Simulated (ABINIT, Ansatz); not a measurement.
# A GW run on Ba2CaMoO6 (Fm-3m) in ABINIT, with inputs changed

A base run on Ba2CaMoO6 (Fm-3m), then changed inputs.

Program: ABINIT 10.8.3. Level of theory: LDA and many-body steps on it, plane waves. Results are calculated unless marked as measured.

## Step 1: Set-up

Symmetry: Fm-3m, No. 225, cubic system. Conventional cell: a = 8.380 Å, b = 8.380 Å, c = 8.380 Å, α = 90.00°, β = 90.00°, γ = 90.00°. Ba has 12 O at 2.97 Å nearest. Nearest to Ca lie 6 O at 2.28 Å. Nearest to Mo lie 6 O at 1.91 Å. Nearest to O lie 1 Mo at 1.91 Å and 1 Ca at 2.28 Å and 4 Ba at 2.97 Å. Farther neighbours and most contacts between anions are not listed.

The cell and positions come from the Crystallography Open Database and are kept as given unless a step says otherwise. Spin-orbit coupling is left out unless a step names it.

## Step 2: Screening, 2×2×2 mesh, 219 bands, screening to 141.5 eV

This step: ABINIT 10.8.3; RPA screening on LDA, plane waves, norm-conserving pseudopotentials.

The RPA dielectric matrix is built and inverted for each q.

The input, run.abi:

```
acell 3*1.0 Angstrom
rprim 
  -0.000000000000 4.190056500000 4.190056500000
  4.190056500000 -0.000000000000 4.190056500000
  4.190056500000 4.190056500000 -0.000000000000
ntypat 4
znucl 56 20 42 8
natom 10
typat 1 1 2 3 4 4 4 4 4 4
xred 
  0.250000000000 0.250000000000 0.250000000000
  0.750000000000 0.750000000000 0.750000000000
  0.000000000000 0.000000000000 0.000000000000
  0.500000000000 0.500000000000 0.500000000000
  0.728140000000 0.271860000000 0.271860000000
  0.271860000000 0.728140000000 0.271860000000
  0.271860000000 0.728140000000 0.728140000000
  0.728140000000 0.271860000000 0.728140000000
  0.271860000000 0.271860000000 0.728140000000
  0.728140000000 0.728140000000 0.271860000000
pp_dirpath "pseudos"
pseudos "Ba.upf, Ca.upf, Mo.upf, O.upf"
ecut 36
ngkpt 2 2 2
nshiftk 1
shiftk 0 0 0
kptopt 1
chksymbreak 0
istwfk *1
occopt 1
irdwfk 1
optdriver 3
nband 219
ecuteps 5.2
inclvkb 2
awtr 1
symchi 1
indata_prefix "in"
outdata_prefix "out"
tmpdata_prefix "tmp"
```

Command:

```bash
$ OMP_NUM_THREADS=1 mpirun -n 4 abinit run.abi > log
```

What it wrote:

```text
.Version 10.8.3 of ABINIT. v10.8.2 released Aug 2026.

 Symmetries : space group Fm -3 m (#225); Bravais cF (face-center cubic)
[... echo of the input left out ...]
== DATASET  1 ==================================================================
-   mpi_nproc: 4, omp_nthreads: 1 (-1 if OMP is not activated)

--- !DatasetInfo
iteration_state: {dtset: 1, }
dimensions: {natom: 10, nkpt: 3, mband: 219, nsppol: 1, nspinor: 1, nspden: 1, mpw: 10272, }
cutoff_energies: {ecut:  36.0, pawecutdg:  -1.0, }
electrons: {nelect:   8.00000000E+01, charge:   0.00000000E+00, occopt:   1.00000000E+00, tsmear:   1.00000000E-02, }

 SCREENING: Calculation of the susceptibility and dielectric matrices

 Based on a program developped by R.W. Godby, V. Olevano, G. Onida, and L. Reining.
 Incorporated in ABINIT by V. Olevano, G.-M. Rignanese, and M. Torrent.
.Using double precision arithmetic ; gwpc =  8

[... cell and pseudopotentials left out ...]
--------------------------------------------------------------------------------

 ==== K-mesh for the wavefunctions ====
 Number of points in the irreducible wedge :     3
[... list of points left out ...]
 Together with 48 symmetry operations and time-reversal symmetry
 yields     8 points in the full Brillouin Zone.

 ==== Q-mesh for the screening function ====
 Number of points in the irreducible wedge :     3
[... list of points left out ...]
 Together with 48 symmetry operations and time-reversal symmetry
 yields     8 points in the full Brillouin Zone.

 setmesh: FFT mesh size selected  =    45x   45x   45
          total number of points  =        91125

 vcoul_init : cutoff-mode = AUXILIARY_FUNCTION
 q-points for optical limit:   1
     1)      0.000010    0.000020    0.000030

- screening: taking advantage of time-reversal symmetry
- Maximum band index for partially occupied states nbvw = 40
- Remaining bands to be divided among processors   nbcw = 179
- Number of bands treated by each node ~44

 Number of electrons calculated from density =   80.0000; Expected =   80.0000
 average of density, n =  0.080576
 r_s =    1.4363
 omega_plasma =   27.3815 [eV]

 calculating chi0 at frequencies [eV] :
  1    0.000000E+00    0.000000E+00
  2    0.000000E+00    2.738152E+01

--------------------------------------------------------------------------------
  q-point number  1        q = ( 0.000000, 0.000000, 0.000000) [r.l.u.]
--------------------------------------------------------------------------------
[... chi0 elements left out ...]
 For q-point:  0.000010 0.000020 0.000030
  dielectric constant =   5.2802
  dielectric constant without local fields =   6.4579

  Average fulfillment of the sum rule on Im[epsilon] for q-point    1 :     64.74  [%]
[... wings left out ...]
  q-point number  2        q = ( 0.500000, 0.000000, 0.000000) [r.l.u.]
--------------------------------------------------------------------------------
[... chi0 elements left out ...]
  Average fulfillment of the sum rule on Im[epsilon] for q-point    2 :     69.86  [%]

 [... 1 further q-points ...]
```

Run time: 1.8 min. Hardware: 4 MPI ranks of Arm Neoverse V1, shared host; peak memory 2.5 GiB.

Numbers from this step:

```
ε∞ with local fields, on this mesh, along the program's q direction : 5.280
the same without local fields                                       : 6.458
plasma frequency                                                    : 27.38 eV
plane waves in the screening matrix                                 : 537
```

Local fields lower ε∞ by 18 %. On a Γ-centred mesh this coarse the value itself is usually too large, while a short band sum pulls it down.

## Step 3: Base

The self-energy is evaluated for the states that the input lists, and the levels follow from it, in one-shot runs by the linearised quasiparticle equation.

This step: G0W0 on LDA, plane waves, norm-conserving pseudopotentials.

Edit run.abi of step 2 so:

```diff
@@ -31,8 +31,17 @@
 irdwfk 1
-optdriver 3
+optdriver 4
 nband 219
+gwcalctyp 0
+ecutsigx 36
+symsigma 1
+nkptgw 2
+kptgw 
+  0.0000000000 0.0000000000 0.0000000000
+  0.5000000000 0.5000000000 0.0000000000
+bdgw 
+  38 43
+  38 43
 ecuteps 5.2
-inclvkb 2
-awtr 1
-symchi 1
+irdscr 1
+ppmodel 1
 indata_prefix "in"
```

What it wrote:

```text
.Version 10.8.3 of ABINIT. v10.8.2 released Aug 2026.

 Symmetries : space group Fm -3 m (#225); Bravais cF (face-center cubic)
[... echo of the input left out ...]
== DATASET  1 ==================================================================
-   mpi_nproc: 4, omp_nthreads: 1 (-1 if OMP is not activated)

--- !DatasetInfo
iteration_state: {dtset: 1, }
dimensions: {natom: 10, nkpt: 3, mband: 219, nsppol: 1, nspinor: 1, nspden: 1, mpw: 10272, }
cutoff_energies: {ecut:  36.0, pawecutdg:  -1.0, }
electrons: {nelect:   8.00000000E+01, charge:   0.00000000E+00, occopt:   1.00000000E+00, tsmear:   1.00000000E-02, }

 SIGMA: Calculation of the GW corrections

 Based on a program developped by R.W. Godby, V. Olevano, G. Onida, and L. Reining.
 Incorporated in ABINIT by V. Olevano, G.-M. Rignanese, and M. Torrent.
.Using double precision arithmetic ; gwpc =  8

[... cell and pseudopotentials left out ...]
--------------------------------------------------------------------------------

 ==== K-mesh for the wavefunctions ====
 Number of points in the irreducible wedge :     3
[... list of points left out ...]
 Together with 48 symmetry operations and time-reversal symmetry
 yields     8 points in the full Brillouin Zone.

 ==== Q-mesh for screening function ====
 Number of points in the irreducible wedge :     3
[... list of points left out ...]
 Together with 48 symmetry operations and time-reversal symmetry
 yields     8 points in the full Brillouin Zone.

 vcoul_init : cutoff-mode = AUXILIARY_FUNCTION
 q-points for optical limit:   1
     1)      0.000010    0.000020    0.000030
 setmesh: FFT mesh size selected  =    64x   64x   64
          total number of points  =       262144

 Number of electrons calculated from density =   80.0000; Expected =   80.0000
 average of density, n =  0.080576
 r_s =    1.4363
 omega_plasma =   27.3815 [eV]

 === KS Band Gaps ===
  >>>> For spin  1
   Minimum direct gap =   2.1900 [eV], located at k-point      :   0.5000  0.5000  0.0000
   Fundamental gap    =   2.1254 [eV], Top of valence bands at :   0.0000  0.0000  0.0000
                                       Bottom of conduction at :   0.5000  0.5000  0.0000
 SIGMA fundamental parameters:
 PLASMON POLE MODEL  1
 number of plane-waves for SigmaX                10177
 number of plane-waves for SigmaC and W            537
 number of plane-waves for wavefunctions         10177
 number of bands                                   219
 number of independent spin polarizations            1
 number of spinorial components                      1
 number of k-points in IBZ                           3
 number of q-points in IBZ                           3
 number of symmetry operations                      48
 number of k-points in BZ                            8
 number of q-points in BZ                            8
 number of frequencies for dSigma/dE                 9
 frequency step for dSigma/dE [eV]                0.25
 number of omega for Sigma on real axis              0
 max omega for Sigma on real axis  [eV]           0.00
 zcut for avoiding poles [eV]                     0.10

 EPSILON^-1 parameters (SCR file):
 dimension of the eps^-1 matrix on file            537
 dimension of the eps^-1 matrix used               537
 number of plane-waves for wavefunctions         10177
 number of bands                                   219
 number of q-points in IBZ                           3
 number of frequencies                               2
 number of real frequencies                          1
 number of imag frequencies                          1

 matrix elements of self-energy operator (all in [eV])

 Perturbative Calculation

--- !SelfEnergy_ee
iteration_state: {dtset: 1, }
kpoint     : [   0.000,    0.000,    0.000, ]
spin       : 1
KS_gap     :    2.520
QP_gap     :    4.128
Delta_QP_KS:    1.608
data: !SigmaeeData |
     Band     E0 <VxcDFT>   SigX SigC(E0)      Z dSigC/dE  Sig(E)    E-E0       E
       38   5.663 -19.542 -24.189   4.748   0.769  -0.300 -19.464   0.078   5.741
       39   5.663 -19.542 -24.189   4.748   0.769  -0.300 -19.464   0.078   5.741
       40   5.663 -19.542 -24.189   4.748   0.769  -0.300 -19.464   0.078   5.741
       41   8.183 -17.434 -12.160  -3.191   0.809  -0.236 -15.749   1.686   9.868
       42   8.183 -17.434 -12.160  -3.191   0.809  -0.236 -15.749   1.686   9.868
       43   8.183 -17.434 -12.160  -3.191   0.809  -0.236 -15.749   1.686   9.868

--- !SelfEnergy_ee
iteration_state: {dtset: 1, }
kpoint     : [   0.500,    0.500,    0.000, ]
spin       : 1
KS_gap     :    2.190
QP_gap     :    3.779
Delta_QP_KS:    1.589
data: !SigmaeeData |
     Band     E0 <VxcDFT>   SigX SigC(E0)      Z dSigC/dE  Sig(E)    E-E0       E
[...]
41   7.788 -16.723 -11.112  -3.572   0.814  -0.229 -15.063   1.660   9.448
       42   8.987 -19.494 -13.929  -3.270   0.801  -0.248 -17.655   1.839  10.826
       43   8.987 -19.494 -13.929  -3.270   0.801  -0.248 -17.655   1.839  10.826

== END DATASET(S) ==============================================================
================================================================================

 -outvars: echo values of variables after computation  --------
           etotal      0.0000000000E+00
            nband         219
             nkpt           3
          spgroup         225
 [... the other variables as echoed above ...]

 Calculation completed.
```

The job ended after 39 s (4 MPI ranks; peak memory 1.9 GiB; 2.6 min of CPU time).

Numbers from this step:

```yaml
g0w0_gap_on_the_points_computed: 3.707 eV
starting_gap_on_the_mesh: 2.125 eV
k_of_the_valence_top: 0, 0, 0
k_of_the_conduction_bottom: 0.5, 0.5, 0
z_at_the_valence_top: 0.769
z_at_the_conduction_bottom: 0.814
least_direct_g0w0_gap_on_the_computed_points: 3.779 eV
```

The gap on the mesh goes from 2.13 eV to 3.71 eV, a correction of +1.58 eV.

## Step 4: Another k mesh than the file's

Edit run.abi of step 3 so:

```diff
@@ -23,3 +23,3 @@
 ecut 36
-ngkpt 2 2 2
+ngkpt 3 3 3
 nshiftk 1
```

What it wrote:

```text
.Version 10.8.3 of ABINIT. v10.8.2 released Aug 2026.

 Symmetries : space group Fm -3 m (#225); Bravais cF (face-center cubic)
================================================================================
 Values of the parameters that define the memory need of the present run
     intxc =       0    ionmov =       0      iscf =       7    lmnmax =       6
     lnmax =       6     mgfft =      64  mpssoang =       3    mqgrid =    3001
     natom =      10  nloc_mem =       1    nspden =       1   nspinor =       1
    nsppol =       1      nsym =      48    n1xccc =    2501    ntypat =       4
    occopt =       1   xclevel =       1
-    mband =         219        mffmem =           1         mkmem =           1
       mpw =       10293          nfft =      262144          nkpt =           4
================================================================================
  Rough estimation (10% accuracy) of disk space for files :
================================================================================

--------------------------------------------------------------------------------
------------- Echo of variables that govern the present computation ------------
--------------------------------------------------------------------------------
 -outvars: echo values of preprocessed input variables --------
            acell      1.8897261259E+00  1.8897261259E+00  1.8897261259E+00 Bohr

             bdgw          38      43      38      43
      chksymbreak           0
             ecut      3.60000000E+01 Hartree
          ecuteps      5.20000000E+00 Hartree
         ecutsigx      3.60000000E+01 Hartree
          ecutwfn      3.60000000E+01 Hartree
-          fftalg         312
           irdscr           1
           irdwfk           1

[...]
nproj     2     2     2
  pspatm : epsatm=   25.95172157
         --- l  ekb(1:nproj) -->
[...]
pspatm: atomic psp has been read  and splines computed

- Ca Generated using ONCVPSP code by D. R. Hamann
- 20.00000  10.00000  180309                  znucl, zion, pspdat
12 -1012 2 -1 1724                            pspcod,pspxc,lmax,lloc,mmax
     nproj     2     2     2
  pspatm : epsatm=   12.51424511
         --- l  ekb(1:nproj) -->
[...]
pspatm: atomic psp has been read  and splines computed

- Mo Generated using ONCVPSP code by D. R. Hamann
- 42.00000  14.00000  180309                  znucl, zion, pspdat
12 -1012 2 -1 1602                            pspcod,pspxc,lmax,lloc,mmax
     nproj     2     2     2
  pspatm : epsatm=   15.87300509
         --- l  ekb(1:nproj) -->
[...]
pspatm: atomic psp has been read  and splines computed

- O Generated using ONCVPSP code by D. R. Hamann
-  8.00000   6.00000  201201                  znucl, zion, pspdat
12 -1012 2 -1 926                             pspcod,pspxc,lmax,lloc,mmax
     nproj     2     2     1
  pspatm : epsatm=    6.27558587
         --- l  ekb(1:nproj) -->
             0    6.026028    0.816167
             1   -4.798959   -1.172522
             2   -1.033686
 pspatm: atomic psp has been read  and splines computed

   9.43553668E+03                                ecore*ucvol(ha*bohr**3)
--------------------------------------------------------------------------------

--- !ERROR
message: |
    Cannot continue, basic dimensions/parameters reported in the header do not agree with input file.
    Check consistency between the content of the WFK external file and the input file.

--- !ERROR
message: |
    Cannot continue, basic dimensions/parameters reported in the header do not agree with input file.
    Check consistency between the content of the WFK external file and the input file.

--- from the log ---
Cannot continue, basic dimensions/parameters reported in the header do not agree with input file.
    Check consistency between the content of the WFK external file and the input file.
```

Run time: 3.8 s. Hardware: 4 MPI ranks; peak memory 0.19 GiB.

The run stopped with an error after 3.8 s.

The program's words: Cannot continue, basic dimensions/parameters reported in the header do not agree with input file. Check consistency between the content of the WFK external file and the input file.

The fault put into this input: another k mesh than the file's.

## Step 5: The runs together

Times are wall times on 4 MPI ranks of Arm Neoverse V1, shared host, good to a factor of about two. A run's time includes the screening step that it read.

```
 run   mesh  bands  screening cutoff (eV)  DFT gap (eV)  gap on the mesh (eV)  direct (eV)  ε∞ used     time
base  2×2×2    219                  141.5         2.125                 3.707        3.779     5.28  2.5 min
```

## Step 6: What came out

| Quantity | Value |
| --- | --- |
| base | 3.707 eV |
| known limits | not at the basis limit; no spin-orbit coupling; coarse k mesh |

What this shows: Bands and cutoff are finite, so the gap is not at the basis limit. The miss can reach some tenths of an eV and take either sign; the mesh is an error of its own. In the G0W0 run levels were corrected at 2 k points alone, so a gap called «on the mesh» is the least over those, and an edge elsewhere would be missed. The 2×2×2 mesh is coarse for this cell, which bears on the long-range parts of exchange and screening. The many-body steps are scalar-relativistic: spin-orbit coupling is not in them.

[Paths, hosts, dates, memory and timing lines, banners, echoed tables and standing remarks are left out of the program output.]

[Logs are printed without paths, hosts, clocks, repeated set-up lines and the standing remarks that a program may print on its own settings, such as how far it seeks lower states.]

[Runs of the session that timed out or met a known fault of the program may be left out.]

[Hosts, paths, dates, database ids (printed as entryN), source tags and the programs' standing remarks are cut or masked in the printed files.]

[G0W0 gaps are taken among the corrected bands and points alone; a level outside them can change the order at an edge.]

[Where Ansatz stands beside ABINIT at settings called matched, ABINIT's density can come from a denser mesh and the files from another edition; pairs whose starting gaps differed by over 0.03 eV were left out, so agreement reads better than it is.]
